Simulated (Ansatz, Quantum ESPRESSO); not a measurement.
**MoSi2 [001], C11b: pulling along c**

The c axis is held at a set length while the cell relaxes sideways. How do the lateral strain and the stress follow? The strained cell has c along the load; unstrained it is a = 3.1906 Å, b = 3.1906 Å, c = 7.8206 Å, α = 90.00°, β = 90.00°, γ = 90.00°, with 6 atoms.

Calculated with Quantum ESPRESSO 7.5, PBEsol, PseudoDojo 0.4.1 norm-conserving potentials, cutoff 1170 eV, Fermi–Dirac smearing 0.05 eV, k-mesh 14×14×6, no spin polarisation, no spin-orbit coupling.

Relaxed positions at 0 %:

```csv
atom,x,y,z
Mo,0.0000,0.0000,0.0000
Mo,0.5000,0.5000,0.5000
Si,0.0000,0.0000,0.3350
Si,0.0000,0.0000,0.6650
Si,0.5000,0.5000,0.8350
Si,0.5000,0.5000,0.1650
```

```
ε_c (%)   a (Å)   c (Å)  ε_a (%)  σ (GPa, tension positive)
     −3  3.2081  7.5860    0.549                     −16.56
     −2  3.2022  7.6642    0.362                     −10.59
      0  3.1906  7.8206    0.000                       0.01
      1  3.1850  7.8988   −0.176                       4.66
      2  3.1795  7.9770   −0.349                       8.93
      3  3.1740  8.0552   −0.521                      12.81
```

**Question.** Fit both responses and give the free strain and the stress at −1 %, a row left out above.

Least squares with y = y0 + y1 ε + y2 ε² (ε in %) gives ε_a = 0.000 + (−0.1781) ε + (0.0015) ε² and σ = 0.00 + (4.890) ε + (−0.208) ε² GPa. The linear terms put the ratio of free to applied strain at −0.178 and the Young modulus at 489 GPa.

At −1 % the free strain comes out as 0.180 %. The run itself gives 0.178 %, so the estimate misses by 0.002 %; the fitted rows themselves lie up to 0.001 % off the law.

The stress comes out as −5.10 GPa. The run itself gives −5.09 GPa, so the estimate misses by 0.01 GPa, a rounding's worth.

The negative ε² term means that the crystal stiffens in compression and softens in tension.

The same fit over all rows at other levels or in other programs gives the strain ratio = −0.180 with PBEsol (Ansatz) and −0.179 with PBEsol (Quantum ESPRESSO, GBRV).

[Logs are printed without paths, hosts, clocks, repeated set-up lines and the standing remarks that a program may print on its own settings, such as how far it seeks lower states.]
